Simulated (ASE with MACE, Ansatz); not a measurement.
# Site preference of Cu in place of Al in Σ9 (221)[1-10] symmetric tilt boundary in Al (64 atoms), part 2 of 3

At which site of Σ9 (221)[1-10] symmetric tilt boundary in Al (64 atoms) does Cu in place of Al cost least, and what about the site decides it?

Ansatz 0.2.0; Kohn-Sham DFT, PBE, PAW (set soft_2), plane waves.

The cell: 64 Al. The cell is under 6 Å thick along one periodic direction.

So far. Step 2 (Single point at the start): The r.m.s. force at the start is 0.074 eV/Å. Step 3 (Relaxation): The relaxation converged after 3 steps, 0.122 eV below its start, with a largest force component of 0.011 eV/Å.

**5. Cu on a site of Al, site Al16**

The site has 10 bonded neighbours (Al10) at 2.79 Å on average, in the lower grain. The change is made in the relaxed cell and the atoms are relaxed again.

input.yaml

```yaml
crystal:
  lattice:
    - [5.71342, 0.0, 0.0]
    - [0.0, 8.57013, 0.0]
    - [0.0, 0.0, 22.20475]
  atoms:
    [... atom lines 1 to 12 left out ...]
    - { symbol: Al, position: [0.0, 0.8956, 0.36568] }
    - { symbol: Al, position: [0.25, 0.16352, 0.39801] }
    - { symbol: Al, position: [0.0, 0.45163, 0.42359] }
    - { symbol: Cu, position: [0.25, 0.72227, 0.44946] }
    - { symbol: Al, position: [0.25, 0.05551, 0.94946] }
    - { symbol: Al, position: [0.5, 0.32615, 0.92358] }
    - { symbol: Al, position: [0.25, 0.61427, 0.89801] }
    [... atom lines 20 to 64 left out ...]
kpoints:
  mp_grid: { grid: [3, 2, 1] }
hamiltonian:
  xc: pbe
scf:
  occupations: { method: fermi_dirac, width: 0.1 }
output:
  forces: true
  eigenvalues: true
relax:
  f_tol: 0.05
  max_steps: 90
```

Started as:

```console
ansatz run input.yaml --threads 4 --pin off --max-ram 8192MiB --backend cpu --events-out ev --progress --plain --runs-dir out
```

Numbers of over 12 decimals in the logs are rounded to 6 here.

What it wrote:

```text
[...]
Crystal: 64 atoms, lattice volume = 1087.250 Å³
Basis set: ecut = 420 eV, 21237 PW (Γ), exchange–correlation on 80×120×300 points (8 copies of the dense FFT grid, shifted against one another)
Bands: 168, of which v1, the nominal top of the filled ones, is band 104 counted from 1 (103 counted from 0)
Symmetry: 2 space group operations
[...]
k-points: 4 of 6
[...]
SCF iter   1: F=—  HF=-40487.237029 eV  |F-HF|=—  |Δ(HF+E_count)|=         —  Δρ=1.82e-3  dr2=1.96e-1  ethr=1.77e-3  ⟨swp⟩=6.8  Hψ=3299  notcnv=0  defer=19
[...]
SCF iter   6: F=-40487.220459 eV  HF=-40487.220459 eV  |F-HF|=2.68e-7  |Δ(HF+E_count)|=   2.78e-6  Δρ=6.67e-6  dr2=8.89e-7  ethr=2.30e-8  ⟨swp⟩=12.2  Hψ=2986  notcnv=0
SCF 1 converged in 6 iterations: F = -40487.220459 eV  dr2 = 8.89e-7
[...]
relax step   1: F+E_penalty+E_count = -40487.22045865 eV  Δ(F+E_penalty+E_count) = +0.000e0 eV  max|allowed force component| = 3.704e-1 eV/Å  Δτ_max = 0.0000 Å  (6 SCF iters, dr2 threshold 6.25e-5 eV, accepted)
[...]
relax step   2: F+E_penalty+E_count = -40487.38959086 eV  Δ(F+E_penalty+E_count) = -1.691e-1 eV  max|allowed force component| = 1.730e-1 eV/Å  Δτ_max = 0.1542 Å  (6 SCF iters, dr2 threshold 8.57e-6 eV, accepted)
[...]
relax step   3: F+E_penalty+E_count = -40487.41511285 eV  Δ(F+E_penalty+E_count) = -2.552e-2 eV  max|allowed force component| = 5.550e-2 eV/Å  Δτ_max = 0.0816 Å  (7 SCF iters, accepted)
[...]
relax step   4: F+E_penalty+E_count = -40487.41989553 eV  Δ(F+E_penalty+E_count) = -4.783e-3 eV  max|allowed force component| = 1.322e-2 eV/Å  Δτ_max = 0.0385 Å  (7 SCF iters, accepted)
SCF converged after 7 iterations
Free energy (F): -40487.419896 eV
[...]
Internal energy: -40486.607718 eV  (E = F + TS)
E sigma→0 (E₀):  -40487.013807 eV
Entropy (-TS):   -0.812178 eV (-12.690 meV/atom)
Fermi energy:    7.715487 eV
[...]
--- Forces (eV/Å), atoms counted from 1 ---
  atom   1  Al     0.00254377    -0.00072196     0.00085314
  atom   2  Al     0.00000000     0.00465955    -0.00144039
  atom   3  Al    -0.00058195     0.00062668     0.00628910
  atom   4  Al     0.00000000    -0.00048204     0.00301289
  atom   5  Al     0.00099203     0.00036659     0.00372724
  atom   6  Al     0.00000000    -0.00018481     0.00127231
  atom   7  Al    -0.00102831     0.00017054    -0.00396717
  atom   8  Al     0.00000000     0.00068854    -0.00811887
  atom   9  Al    -0.00425519     0.00225364    -0.01129906
  atom  10  Al     0.00000000     0.00489338     0.00548336
  atom  11  Al    -0.00223833     0.00179585    -0.00365133
  atom  12  Al     0.00000000    -0.00000018     0.00650488
  atom  13  Al     0.00377136    -0.00069451     0.00590288
  atom  14  Al     0.00000000    -0.01322016     0.00517059
[...]
atom  63  Al     0.00000000    -0.00865971     0.00723982
  atom  64  Al     0.00358868     0.01278223     0.00182294
  max |Σ_I F_I| component: 3.90e-5 eV/Å
--- Band table (eV) ---
[...]
--- Relaxed structure (4 steps of the walk, 4 accepted, 0 SCFs on fresh bases) ---
  F+E_penalty+E_count = -40487.41989553 eV   max|allowed force component| = 1.322e-2 eV/Å
  atoms:
    - { symbol: Al, position: [0.00076053, 0.554089, 0.00634004] }
    - { symbol: Al, position: [0.25, 0.826823, 0.032453] }
    - { symbol: Al, position: [-0.000208076, 0.115865, 0.057608] }
    - { symbol: Al, position: [0.25, 0.384186, 0.091686] }
[...]
- { symbol: Al, position: [0.00045996, 0.219646, 0.505119] }
```

The job ended after 2.2 min (4 threads of Arm Neoverse V2, shared host; peak memory 3 GiB; 7.2 min of CPU time).

The relaxation converged after 4 steps, 0.199 eV below its start, with a largest force component of 0.013 eV/Å.

Local excerpt of 11 atoms (numbers count through the whole input) about the Cu atom, after relaxation; x, y, z are measured from there.

| atom | x | y | z | distance (Å) | bonds |
| --- | --- | --- | --- | --- | --- |
| Cu16 | 0.00 | 0.00 | 0.00 | 0.00 | 10 |
| Al31 | 0.00 | 1.96 | 1.63 | 2.55 | 10 |
| Al12 | 0.00 | -0.81 | -2.47 | 2.60 | 12 |
| Al15 | -1.43 | -2.16 | -0.41 | 2.62 | 11 |
| Al47 | 1.43 | -2.16 | -0.41 | 2.62 | 11 |
| Al13 | -1.40 | 1.59 | -1.70 | 2.72 | 11 |
| Al45 | 1.40 | 1.59 | -1.70 | 2.72 | 11 |
| Al30 | 1.40 | -0.48 | 2.31 | 2.75 | 12 |
| Al62 | -1.40 | -0.48 | 2.31 | 2.75 | 12 |
| Al48 | -2.86 | 0.15 | 0.06 | 2.86 | 10 |
| Al48 | 2.86 | 0.15 | 0.06 | 2.86 | 10 |

The column of bonds counts only the pairs Al-Al within 3.22 Å, Al-Cu within 3.18 Å; other neighbours, such as metal atoms beside each other in a compound, aren't counted, and periodic images can show an atom twice.

The largest move is 0.27 Å, by Al31.

**6. Cu on a site of Al, site Al57**

The site has 12 bonded neighbours (Al12) at 2.86 Å on average, in the upper grain. 

input.yaml, the sections that differ from step 5:

```yaml
crystal:
  lattice:
    - [5.71342, 0.0, 0.0]
    - [0.0, 8.57013, 0.0]
    - [0.0, 0.0, 22.20475]
  atoms:
    [... atom lines 1 to 53 left out ...]
    - { symbol: Al, position: [0.0, 0.44536, 0.80579] }
    - { symbol: Al, position: [0.75, 0.72134, 0.77344] }
    - { symbol: Al, position: [0.0, 0.99581, 0.74179] }
    - { symbol: Cu, position: [0.75, 0.28197, 0.71311] }
    - { symbol: Al, position: [0.0, 0.55643, 0.68145] }
    - { symbol: Al, position: [0.75, 0.83242, 0.64911] }
    - { symbol: Al, position: [0.0, 0.11432, 0.62378] }
    [... atom lines 61 to 64 left out ...]
# kpoints, hamiltonian, scf, output, relax: as in step 5
```

What it wrote:

```text
[...]
Crystal: 64 atoms, lattice volume = 1087.250 Å³
Basis set: ecut = 420 eV, 21237 PW (Γ), exchange–correlation on 80×120×300 points (8 copies of the dense FFT grid, shifted against one another)
Bands: 168, of which v1, the nominal top of the filled ones, is band 104 counted from 1 (103 counted from 0)
Symmetry: 2 space group operations
[...]
k-points: 4 of 6
[...]
SCF iter   1: F=—  HF=-40487.127576 eV  |F-HF|=—  |Δ(HF+E_count)|=         —  Δρ=2.00e-3  dr2=3.39e-1  ethr=1.77e-3  ⟨swp⟩=6.5  Hψ=3198  notcnv=0  defer=27
[...]
SCF iter   5: F=—  HF=-40487.110064 eV  |F-HF|=—  |Δ(HF+E_count)|=   4.44e-5  Δρ=3.85e-5  dr2=1.16e-4  ethr=2.07e-7  ⟨swp⟩=1.2  Hψ=616  notcnv=0  defer=32
SCF iter   6: F=-40487.110057 eV  HF=-40487.110059 eV  |F-HF|=1.74e-6  |Δ(HF+E_count)|=   4.44e-6  Δρ=5.70e-6  dr2=1.96e-6  ethr=3.00e-8  ⟨swp⟩=12.5  Hψ=2928  notcnv=0
SCF 1 converged in 6 iterations: F = -40487.110057 eV  dr2 = 1.96e-6
[...]
relax step   1: F+E_penalty+E_count = -40487.11005737 eV  Δ(F+E_penalty+E_count) = +0.000e0 eV  max|allowed force component| = 3.333e-1 eV/Å  Δτ_max = 0.0000 Å  (6 SCF iters, dr2 threshold 6.25e-5 eV, accepted)
[...]
relax step   2: F+E_penalty+E_count = -40487.20935553 eV  Δ(F+E_penalty+E_count) = -9.930e-2 eV  max|allowed force component| = 1.047e-1 eV/Å  Δτ_max = 0.1083 Å  (6 SCF iters, dr2 threshold 6.94e-6 eV, accepted)
[...]
relax step   3: F+E_penalty+E_count = -40487.22584567 eV  Δ(F+E_penalty+E_count) = -1.649e-2 eV  max|allowed force component| = 2.301e-2 eV/Å  Δτ_max = 0.0236 Å  (7 SCF iters, accepted)
SCF converged after 7 iterations
Free energy (F): -40487.225846 eV
[...]
Internal energy: -40486.430348 eV  (E = F + TS)
E sigma→0 (E₀):  -40486.828097 eV
Entropy (-TS):   -0.795498 eV (-12.430 meV/atom)
Fermi energy:    7.705798 eV
[...]
Σ components = -40487.225846   (vs F -40487.225846, Δ=0.00e0)
--- Forces (eV/Å), atoms counted from 1 ---
  atom   1  Al     0.00042412    -0.00573944    -0.00442290
  atom   2  Al     0.00000000     0.00062710     0.00125300
  atom   3  Al    -0.00020458     0.00206334    -0.00404569
  atom   4  Al     0.00000000     0.00100664     0.00016535
[...]
atom  64  Al     0.00278917     0.00491418    -0.00046205
  max |Σ_I F_I| component: 1.72e-5 eV/Å
--- Band table (eV) ---
[...]
--- Relaxed structure (3 steps of the walk, 3 accepted, 0 SCFs on fresh bases) ---
  F+E_penalty+E_count = -40487.22584567 eV   max|allowed force component| = 2.301e-2 eV/Å
  atoms:
    - { symbol: Al, position: [-9.27700344822736e-7, 0.554527, 0.0042387] }
    - { symbol: Al, position: [0.25, 0.825749, 0.030756] }
    - { symbol: Al, position: [-0.000255255, 0.113944, 0.056017] }
    - { symbol: Al, position: [0.25, 0.382323, 0.088930] }
[...]
- { symbol: Al, position: [-0.000735753, 0.223688, 0.507298] }
```

It took 90 s on 4 threads; peak memory 3 GiB.

The relaxation converged after 3 steps, 0.116 eV below its start, with a largest force component of 0.023 eV/Å.

**7. Cu on a site of Al, site Al11**

The site has 12 bonded neighbours (Al12) at 2.87 Å on average, in the lower grain. 

input.yaml, the sections that differ from step 6:

```yaml
crystal:
  lattice:
    - [5.71342, 0.0, 0.0]
    - [0.0, 8.57013, 0.0]
    - [0.0, 0.0, 22.20475]
  atoms:
    [... atom lines 1 to 7 left out ...]
    - { symbol: Al, position: [0.25, 0.49581, 0.21311] }
    - { symbol: Al, position: [0.0, 0.78197, 0.24179] }
    - { symbol: Al, position: [0.25, 0.05643, 0.27345] }
    - { symbol: Cu, position: [0.0, 0.33242, 0.30579] }
    - { symbol: Al, position: [0.25, 0.61432, 0.33112] }
    - { symbol: Al, position: [0.0, 0.8956, 0.36568] }
    - { symbol: Al, position: [0.25, 0.16352, 0.39801] }
    [... atom lines 15 to 64 left out ...]
# kpoints, hamiltonian, scf, output, relax: as in step 6
```

What it wrote:

```text
[...]
Crystal: 64 atoms, lattice volume = 1087.250 Å³
Basis set: ecut = 420 eV, 21237 PW (Γ), exchange–correlation on 80×120×300 points (8 copies of the dense FFT grid, shifted against one another)
Bands: 168, of which v1, the nominal top of the filled ones, is band 104 counted from 1 (103 counted from 0)
Symmetry: 2 space group operations
[...]
k-points: 4 of 6
[...]
SCF iter   1: F=—  HF=-40487.077793 eV  |F-HF|=—  |Δ(HF+E_count)|=         —  Δρ=2.26e-3  dr2=3.26e-1  ethr=1.77e-3  ⟨swp⟩=6.8  Hψ=3186  notcnv=0  defer=24
[...]
SCF iter   5: F=—  HF=-40487.059165 eV  |F-HF|=—  |Δ(HF+E_count)|=   1.96e-5  Δρ=5.94e-5  dr2=8.03e-5  ethr=1.70e-7  ⟨swp⟩=1.8  Hψ=619  notcnv=0  defer=32
SCF iter   6: F=-40487.059159 eV  HF=-40487.059161 eV  |F-HF|=1.39e-6  |Δ(HF+E_count)|=   4.50e-6  Δρ=5.85e-6  dr2=1.65e-6  ethr=3.00e-8  ⟨swp⟩=14.0  Hψ=2893  notcnv=0
SCF 1 converged in 6 iterations: F = -40487.059159 eV  dr2 = 1.65e-6
[...]
relax step   1: F+E_penalty+E_count = -40487.05915928 eV  Δ(F+E_penalty+E_count) = +0.000e0 eV  max|allowed force component| = 2.985e-1 eV/Å  Δτ_max = 0.0000 Å  (6 SCF iters, dr2 threshold 6.25e-5 eV, accepted)
[...]
relax step   2: F+E_penalty+E_count = -40487.15772162 eV  Δ(F+E_penalty+E_count) = -9.856e-2 eV  max|allowed force component| = 9.602e-2 eV/Å  Δτ_max = 0.1102 Å  (6 SCF iters, dr2 threshold 5.57e-6 eV, accepted)
[...]
relax step   3: F+E_penalty+E_count = -40487.17132589 eV  Δ(F+E_penalty+E_count) = -1.360e-2 eV  max|allowed force component| = 2.715e-2 eV/Å  Δτ_max = 0.0243 Å  (7 SCF iters, accepted)
SCF converged after 7 iterations
Free energy (F): -40487.171326 eV
[...]
Internal energy: -40486.359755 eV  (E = F + TS)
E sigma→0 (E₀):  -40486.765541 eV
Entropy (-TS):   -0.811570 eV (-12.681 meV/atom)
Fermi energy:    7.705857 eV
[...]
Σ components = -40487.171326   (vs F -40487.171326, Δ=0.00e0)
--- Forces (eV/Å), atoms counted from 1 ---
  atom   1  Al     0.00000000    -0.00091022    -0.00060213
  atom   2  Al    -0.00114250     0.00446079     0.00810137
  atom   3  Al     0.00000000     0.00378831    -0.00507334
  atom   4  Al    -0.00041988    -0.00130001     0.00134597
[...]
atom  64  Al     0.00000000    -0.00099652    -0.00079564
  max |Σ_I F_I| component: 8.72e-6 eV/Å
--- Band table (eV) ---
[...]
--- Relaxed structure (3 steps of the walk, 3 accepted, 0 SCFs on fresh bases) ---
  F+E_penalty+E_count = -40487.17132589 eV   max|allowed force component| = 2.715e-2 eV/Å
  atoms:
    - { symbol: Al, position: [0, 0.555017, 0.00644957] }
    - { symbol: Al, position: [0.250688, 0.826709, 0.033124] }
    - { symbol: Al, position: [0, 0.115111, 0.057724] }
    - { symbol: Al, position: [0.249384, 0.383287, 0.091081] }
[...]
- { symbol: Al, position: [0, 0.222246, 0.502919] }
```

The job ended after 81 s (4 threads; peak memory 3 GiB; 4.4 min of CPU time).

The relaxation converged after 3 steps, 0.112 eV below its start, with a largest force component of 0.027 eV/Å.

**8. Cu on a site of Al, site Al62**

The site has 11 bonded neighbours (Al11) at 2.86 Å on average, in the upper grain. 

Input and log are left out; they have the form of those shown for this kind of step.

Run time: 1.8 min. Hardware: 4 threads of Arm Neoverse V2, shared host; peak memory 3 GiB.

The relaxation converged after 4 steps, 0.120 eV below its start, with a largest force component of 0.037 eV/Å.

The surroundings of the Cu atom, after relaxation, nearest first, numbered as they follow in the input and with coordinates relative to it.

| atom | x | y | z | distance (Å) | bonds |
| --- | --- | --- | --- | --- | --- |
| Cu62 | 0.00 | 0.00 | 0.00 | 0.00 | 11 |
| Al58 | 0.00 | -1.01 | 2.51 | 2.70 | 12 |
| Al27 | 1.42 | 1.36 | 1.88 | 2.72 | 12 |
| Al59 | -1.42 | 1.36 | 1.88 | 2.72 | 12 |
| Al29 | 1.40 | -2.34 | 0.46 | 2.77 | 11 |
| Al61 | -1.40 | -2.34 | 0.46 | 2.77 | 11 |
| Al16 | 1.39 | 0.20 | -2.41 | 2.79 | 10 |
| Al48 | -1.39 | 0.20 | -2.41 | 2.79 | 10 |
| Al63 | -1.43 | 2.30 | -0.75 | 2.81 | 10 |
| Al31 | 1.43 | 2.30 | -0.75 | 2.81 | 10 |
| Al30 | 2.86 | -0.07 | -0.08 | 2.86 | 11 |
| Al30 | -2.86 | -0.07 | -0.08 | 2.86 | 11 |

The column of bonds counts only the pairs Al-Al within 3.23 Å, Al-Cu within 3.23 Å; other neighbours, such as metal atoms beside each other in a compound, aren't counted, and periodic images can show an atom twice.

The largest move is 0.22 Å, by Cu62.

**9. Cu on a site of Al, site Al60**

The site has 12 bonded neighbours (Al12) at 2.85 Å on average, in the upper grain. 

Input and log are left out; they have the form of those shown for this kind of step.

It took 96 s on 4 threads of Arm Neoverse V2, shared host; peak memory 3 GiB; 5.2 min of CPU time.

The relaxation converged after 3 steps, 0.113 eV below its start, with a largest force component of 0.050 eV/Å.

The surroundings of the Cu atom, after relaxation, nearest first, numbered as they follow in the input and with coordinates relative to it.

| atom | x | y | z | distance (Å) | bonds |
| --- | --- | --- | --- | --- | --- |
| Cu60 | 0.00 | 0.00 | 0.00 | 0.00 | 12 |
| Al56 | 0.00 | -0.97 | 2.51 | 2.69 | 12 |
| Al64 | 0.00 | 0.94 | -2.59 | 2.75 | 10 |
| Al25 | 1.41 | 1.43 | 1.89 | 2.75 | 12 |
| Al57 | -1.41 | 1.43 | 1.89 | 2.75 | 12 |
| Al27 | 1.41 | -2.35 | 0.52 | 2.79 | 12 |
| Al59 | -1.41 | -2.35 | 0.52 | 2.79 | 12 |
| Al31 | 1.41 | -1.34 | -2.03 | 2.82 | 10 |
| Al63 | -1.41 | -1.34 | -2.03 | 2.82 | 10 |
| Al28 | 2.86 | 0.01 | -0.04 | 2.86 | 12 |
| Al28 | -2.86 | 0.01 | -0.04 | 2.86 | 12 |
| Al29 | 1.42 | 2.39 | -0.77 | 2.89 | 11 |
| Al61 | -1.42 | 2.39 | -0.77 | 2.89 | 11 |

The column of bonds counts only the pairs Al-Al within 3.23 Å, Al-Cu within 3.23 Å; other neighbours, such as metal atoms beside each other in a compound, aren't counted, and periodic images can show an atom twice.

The largest move is 0.08 Å, by Al56.

**10. Cu on a site of Al, site Al39**

The site has 12 bonded neighbours (Al12) at 2.86 Å on average, in the lower grain. 

Input and log are left out; they have the form of those shown for this kind of step.

The job ended after 90 s (4 threads of Arm Neoverse V2, shared host; peak memory 3 GiB; 4.9 min of CPU time).

The relaxation converged after 3 steps, 0.116 eV below its start, with a largest force component of 0.034 eV/Å.

Local excerpt of 13 atoms (numbers count through the whole input) about the Cu atom, after relaxation; x, y, z are measured from there.

| atom | x | y | z | distance (Å) | bonds |
| --- | --- | --- | --- | --- | --- |
| Cu39 | 0.00 | 0.00 | 0.00 | 0.00 | 12 |
| Al8 | -1.42 | 2.29 | 0.66 | 2.77 | 12 |
| Al40 | 1.42 | 2.29 | 0.66 | 2.77 | 12 |
| Al10 | -1.41 | -1.39 | 1.95 | 2.78 | 12 |
| Al42 | 1.41 | -1.39 | 1.95 | 2.78 | 12 |
| Al4 | -1.41 | 1.35 | -1.99 | 2.79 | 11 |
| Al36 | 1.41 | 1.35 | -1.99 | 2.79 | 11 |
| Al6 | -1.41 | -2.32 | -0.73 | 2.81 | 12 |
| Al38 | 1.41 | -2.32 | -0.73 | 2.81 | 12 |
| Al43 | 0.00 | 0.93 | 2.67 | 2.83 | 12 |
| Al7 | -2.86 | -0.01 | -0.02 | 2.86 | 12 |
| Al7 | 2.86 | -0.01 | -0.02 | 2.86 | 12 |
| Al35 | 0.00 | -0.90 | -2.73 | 2.88 | 11 |

The column of bonds counts only the pairs Al-Al within 3.23 Å, Al-Cu within 3.23 Å; other neighbours, such as metal atoms beside each other in a compound, aren't counted, and periodic images can show an atom twice.

The largest move is 0.09 Å, by Al4.

[end of part 2 of 3]

[Logs are printed without paths, hosts, clocks, repeated set-up lines and the standing remarks that a program may print on its own settings, such as how far it seeks lower states.]

[Hosts, paths, dates, database ids (printed as entryN), source tags and the programs' standing remarks are cut or masked in the printed files.]
